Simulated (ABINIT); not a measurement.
# SnSe2 (P-3m1): G0W0 on several meshes in ABINIT

Aim: the GW shift of SnSe2 (P-3m1) against the k mesh.

Program: ABINIT 10.8.3. Level of theory: PBE and many-body steps on it, plane waves. Results are calculated unless marked as measured.

Report form: the programs' logs are mostly left out.

## 1. Set-up

It takes space group P-3m1 (No. 164, trigonal). Conventional cell: a = 3.811 Å, b = 3.811 Å, c = 6.136 Å, α = 90.00°, β = 90.00°, γ = 120.00°. Nearest to Sn lie 6 Se at 2.68 Å. Nearest to Se lie 3 Sn at 2.68 Å. Farther neighbours and most contacts between anions are not listed.

The cell and positions come from the Crystallography Open Database and are kept as given unless a step says otherwise.

## 2. Empty states on the mesh, 3×3×2 mesh, 591 bands

This step: ABINIT 10.8.3; DFT, PBE, plane waves, norm-conserving pseudopotentials.

The sums over transitions need many empty states on a uniform mesh; this step solves for them.

The input, run.abi:

```
acell 3*1.0 Angstrom
rprim 
  3.810999999987 0.000000000003 0.000000000000
  -1.905499999996 3.300422813810 0.000000000000
  0.000000000000 0.000000000000 6.136000000000
ntypat 2
znucl 50 34
natom 3
typat 1 2 2
xred 
  0.000000000000 0.000000000000 0.000000000000
  0.333333333333 0.666666666667 0.249000000000
  0.666666666667 0.333333333333 0.751000000000
pp_dirpath "pseudos"
pseudos "Sn.upf, Se.upf"
ecut 48
ngkpt 3 3 2
nshiftk 1
shiftk 0 0 0
kptopt 1
chksymbreak 0
iscf -2
irdden 1
istwfk *1
nband 591
nbdbuf 52
tolwfr 1e-09
nstep 60
prtvol 0
indata_prefix "in"
outdata_prefix "out"
tmpdata_prefix "tmp"
```

Launch:

```console
> OMP_NUM_THREADS=1 mpirun -n 6 abinit run.abi > log
```

Elapsed: 6.2 min, on 6 MPI ranks of Arm Neoverse V2, shared host; peak memory 1.2 GiB; 37 min of CPU time.

Numbers from this step:

```yaml
gap: 1.100 eV
k_of_the_valence_top: 0, 0, 0
k_of_the_conduction_bottom: 0, 0, 0
least_direct_gap: 1.100 eV
k_points_computed: 6
lowest_point_of_the_top_converged_band_above_the_valence_top: 189.6552 eV
```

On this mesh the gap is 1.100 eV.

The density comes from a self-consistent run that is not shown.

## 3. Screening, 3×3×2 mesh, 135 bands, screening to 93.3 eV

The RPA dielectric matrix is built and inverted for each q.

This step: RPA screening on PBE, plane waves, norm-conserving pseudopotentials.

run.abi, as its differences from that of step 2:

```diff
@@ -21,10 +21,11 @@
 chksymbreak 0
-iscf -2
-irdden 1
 istwfk *1
-nband 591
-nbdbuf 52
-tolwfr 1e-09
-nstep 60
-prtvol 0
+occopt 1
+irdwfk 1
+optdriver 3
+nband 135
+ecuteps 3.43
+inclvkb 2
+awtr 1
+symchi 1
 indata_prefix "in"
```

Launch:

```console
> OMP_NUM_THREADS=1 mpirun -n 8 abinit run.abi > log
```

Run time: 24 s. Hardware: 8 MPI ranks; peak memory 2 GiB.

This step gave:

```
ε∞ with local fields, on this mesh, along the program's q direction : 19.55
the same without local fields                                       : 22.27
plasma frequency                                                    : 35.36 eV
plane waves in the screening matrix                                 : 147
```

Local fields lower ε∞ by 12 %. On a Γ-centred mesh this coarse the value itself is usually too large, while a short band sum pulls it down.

## 4. 3×3×2

The self-energy is evaluated for the states that the input lists, and the levels follow from it, in one-shot runs by the linearised quasiparticle equation.

This step: G0W0 on PBE, plane waves, norm-conserving pseudopotentials.

run.abi, as its differences from that of step 3:

```diff
@@ -24,8 +24,17 @@
 irdwfk 1
-optdriver 3
+optdriver 4
 nband 135
+gwcalctyp 0
+ecutsigx 48
+symsigma 1
+nkptgw 2
+kptgw 
+  0.0000000000 0.0000000000 0.0000000000
+  0.0000000000 0.0000000000 0.5000000000
+bdgw 
+  33 37
+  34 37
 ecuteps 3.43
-inclvkb 2
-awtr 1
-symchi 1
+irdscr 1
+ppmodel 1
 indata_prefix "in"
```

Wall time 4.5 s (8 MPI ranks); peak memory 1.5 GiB; 35 s of CPU time.

Numbers from this step:

```yaml
g0w0_gap_on_the_points_computed: 1.661 eV
starting_gap_on_the_mesh: 1.100 eV
k_of_the_valence_top: 0, 0, 0
k_of_the_conduction_bottom: 0, 0, 0
z_at_the_valence_top: 0.792
z_at_the_conduction_bottom: 0.809
least_direct_g0w0_gap_on_the_computed_points: 1.661 eV
```

The gap on the mesh goes from 1.10 eV to 1.66 eV, a correction of +0.56 eV.

## 5. Empty states on the mesh, 3×3×4 mesh, 147 bands

This step: DFT, PBE, plane waves, norm-conserving pseudopotentials.

run.abi, as its differences from that of step 4:

```diff
@@ -16,3 +16,3 @@
 ecut 48
-ngkpt 3 3 2
+ngkpt 3 3 4
 nshiftk 1
@@ -21,20 +21,10 @@
 chksymbreak 0
+iscf -2
+irdden 1
 istwfk *1
-occopt 1
-irdwfk 1
-optdriver 4
-nband 135
-gwcalctyp 0
-ecutsigx 48
-symsigma 1
-nkptgw 2
-kptgw 
-  0.0000000000 0.0000000000 0.0000000000
-  0.0000000000 0.0000000000 0.5000000000
-bdgw 
-  33 37
-  34 37
-ecuteps 3.43
-irdscr 1
-ppmodel 1
+nband 147
+nbdbuf 12
+tolwfr 1e-09
+nstep 60
+prtvol 0
 indata_prefix "in"
```

Elapsed: 75 s, on 8 MPI ranks; peak memory 0.83 GiB.

This step gave:

* gap: 1.085 eV
* k of the valence top: 0, 0, 0
* k of the conduction bottom: -0.3333, 0, 0.25
* least direct gap: 1.100 eV
* k points computed: 10
* lowest point of the top converged band, above the valence top: 59.1644 eV

On this mesh the gap is 1.085 eV.

## 6. Screening, 3×3×4 mesh, 135 bands, screening to 93.3 eV

This step: RPA screening on PBE, plane waves, norm-conserving pseudopotentials.

run.abi, as its differences from that of step 5:

```diff
@@ -21,10 +21,11 @@
 chksymbreak 0
-iscf -2
-irdden 1
 istwfk *1
-nband 147
-nbdbuf 12
-tolwfr 1e-09
-nstep 60
-prtvol 0
+occopt 1
+irdwfk 1
+optdriver 3
+nband 135
+ecuteps 3.43
+inclvkb 2
+awtr 1
+symchi 1
 indata_prefix "in"
```

Wall time 61 s (8 MPI ranks); peak memory 2.9 GiB.

This step gave:

| Item | Value |
| --- | --- |
| ε∞ with local fields, on this mesh, along the program's q direction | 17.99 |
| the same without local fields | 20.43 |
| plasma frequency | 35.36 eV |
| plane waves in the screening matrix | 147 |

## 7. 3×3×4

This step: G0W0 on PBE, plane waves, norm-conserving pseudopotentials.

run.abi, as its differences from that of step 6:

```diff
@@ -24,8 +24,19 @@
 irdwfk 1
-optdriver 3
+optdriver 4
 nband 135
+gwcalctyp 0
+ecutsigx 48
+symsigma 1
+nkptgw 3
+kptgw 
+  0.0000000000 0.0000000000 0.0000000000
+  -0.3333333333 0.0000000000 0.2500000000
+  0.0000000000 0.0000000000 0.5000000000
+bdgw 
+  33 37
+  34 37
+  34 37
 ecuteps 3.43
-inclvkb 2
-awtr 1
-symchi 1
+irdscr 1
+ppmodel 1
 indata_prefix "in"
```

It took 8.4 s on 8 MPI ranks; peak memory 2 GiB; 66 s of CPU time.

Numbers from this step:

```yaml
g0w0_gap_on_the_points_computed: 1.687 eV
starting_gap_on_the_mesh: 1.085 eV
k_of_the_valence_top: 0, 0, 0
k_of_the_conduction_bottom: -0.3333, 0, 0.25
z_at_the_valence_top: 0.8
z_at_the_conduction_bottom: 0.812
least_direct_g0w0_gap_on_the_computed_points: 1.733 eV
```

Against G0W0 in ABINIT (3×3×2 mesh, 135 bands, screening to 93.3 eV, Godby-Needs plasmon pole), the gap moves by +0.026 eV.

## 8. Empty states on the mesh, 6×6×4 mesh, 147 bands

This step: DFT, PBE, plane waves, norm-conserving pseudopotentials.

The input, run.abi:

```
acell 3*1.0 Angstrom
rprim 
  3.810999999987 0.000000000003 0.000000000000
  -1.905499999996 3.300422813810 0.000000000000
  0.000000000000 0.000000000000 6.136000000000
ntypat 2
znucl 50 34
natom 3
typat 1 2 2
xred 
  0.000000000000 0.000000000000 0.000000000000
  0.333333333333 0.666666666667 0.249000000000
  0.666666666667 0.333333333333 0.751000000000
pp_dirpath "pseudos"
pseudos "Sn.upf, Se.upf"
ecut 48
ngkpt 6 6 4
nshiftk 1
shiftk 0 0 0
kptopt 1
chksymbreak 0
iscf -2
irdden 1
istwfk *1
nband 147
nbdbuf 12
tolwfr 1e-09
nstep 60
prtvol 0
indata_prefix "in"
outdata_prefix "out"
tmpdata_prefix "tmp"
```

Run time: 1.9 min. Hardware: 8 MPI ranks; peak memory 1.1 GiB.

Numbers from this step:

```
gap                                                           : 0.8191 eV
k of the valence top                                          : 0, 0, 0
k of the conduction bottom                                    : 0.5, 0, 0.25
least direct gap                                              : 1.100 eV
k points computed                                             : 24
lowest point of the top converged band, above the valence top : 59.1644 eV
```

On this mesh the gap is 0.819 eV.

## 9. Screening, 6×6×4 mesh, 135 bands, screening to 93.3 eV

This step: RPA screening on PBE, plane waves, norm-conserving pseudopotentials.

run.abi, as its differences from that of step 8:

```diff
@@ -21,10 +21,11 @@
 chksymbreak 0
-iscf -2
-irdden 1
 istwfk *1
-nband 147
-nbdbuf 12
-tolwfr 1e-09
-nstep 60
-prtvol 0
+occopt 1
+irdwfk 1
+optdriver 3
+nband 135
+ecuteps 3.43
+inclvkb 2
+awtr 1
+symchi 1
 indata_prefix "in"
```

Run time: 7.7 min. Hardware: 8 MPI ranks; peak memory 6 GiB; 62 min of CPU time.

This step gave:

- ε∞ with local fields, on this mesh, along the program's q direction: 11.12
- the same without local fields: 12.89
- plasma frequency: 35.36 eV
- plane waves in the screening matrix: 147

## 10. 6×6×4

This step: G0W0 on PBE, plane waves, norm-conserving pseudopotentials.

run.abi, as its differences from that of step 9:

```diff
@@ -24,8 +24,23 @@
 irdwfk 1
-optdriver 3
+optdriver 4
 nband 135
+gwcalctyp 0
+ecutsigx 48
+symsigma 1
+nkptgw 5
+kptgw 
+  0.0000000000 0.0000000000 0.0000000000
+  0.5000000000 0.0000000000 0.2500000000
+  0.5000000000 0.0000000000 0.0000000000
+  0.0000000000 0.0000000000 0.5000000000
+  0.5000000000 0.0000000000 0.5000000000
+bdgw 
+  33 37
+  34 37
+  34 37
+  34 37
+  34 37
 ecuteps 3.43
-inclvkb 2
-awtr 1
-symchi 1
+irdscr 1
+ppmodel 1
 indata_prefix "in"
```

The job ended after 30 s (8 MPI ranks; peak memory 4 GiB; 4 min of CPU time).

Numbers from this step:

| Item | Value |
| --- | --- |
| G0W0 gap on the mesh | 1.421 eV |
| starting gap on the mesh | 0.8191 eV |
| k of the valence top | 0, 0, 0 |
| k of the conduction bottom | 0.5, 0, 0.25 |
| least direct G0W0 gap on the computed points | 1.760 eV |

Against G0W0 in ABINIT (3×3×2 mesh, 135 bands, screening to 93.3 eV, Godby-Needs plasmon pole), the gap moves by −0.240 eV.

## 11. Side by side

Times are wall times on 8 MPI ranks of Arm Neoverse V2, shared host, good to a factor of about two. A run's time includes the screening step that it read.

| run | mesh | bands | screening cutoff (eV) | DFT gap (eV) | gap on the mesh (eV) | direct (eV) | ε∞ used | time |
| --- | --- | --- | --- | --- | --- | --- | --- | --- |
| 3×3×2 | 3×3×2 | 135 | 93.3 | 1.100 | 1.661 | 1.661 | 19.55 | 28 s |
| 3×3×4 | 3×3×4 | 135 | 93.3 | 1.085 | 1.687 | 1.733 | 17.99 | 69 s |
| 6×6×4 | 6×6×4 | 135 | 93.3 | 0.819 | 1.421 | 1.760 | 11.12 | 8.2 min |

## 12. Results

* 3×3×2: 1.661 eV
* 3×3×4: 1.687 eV
* 6×6×4: 1.421 eV
* known limits: not at the basis limit; no spin-orbit coupling; coarse k mesh

**Reading.** 3×3×4: +0.026 eV against 3×3×2, −0.014 eV of it in the start. 6×6×4: −0.240 eV against 3×3×2, −0.281 eV of it in the start. Bands and cutoff are finite, so the gap is not at the basis limit. The miss can reach some tenths of an eV and take either sign; the mesh is an error of its own. A denser mesh or path gives a starting gap of 0.75 eV: the GW mesh misses a band edge, so its gaps are not the fundamental one. The 3×3×2 mesh is coarse for this cell, which bears on the long-range parts of exchange and screening. The many-body steps are scalar-relativistic: spin-orbit coupling is not in them.

[Paths, hosts, dates, memory and timing lines, banners, echoed tables and standing remarks are left out of the program output.]

[Logs are printed without paths, hosts, clocks, repeated set-up lines and the standing remarks that a program may print on its own settings, such as how far it seeks lower states.]

[Runs of the session that timed out or met a known fault of the program may be left out.]

[Hosts, paths, dates, database ids (printed as entryN), source tags and the programs' standing remarks are cut or masked in the printed files.]

[G0W0 gaps are taken among the corrected bands and points alone; a level outside them can change the order at an edge.]

[Where Ansatz stands beside ABINIT at settings called matched, ABINIT's density can come from a denser mesh and the files from another edition; pairs whose starting gaps differed by over 0.03 eV were left out, so agreement reads better than it is.]
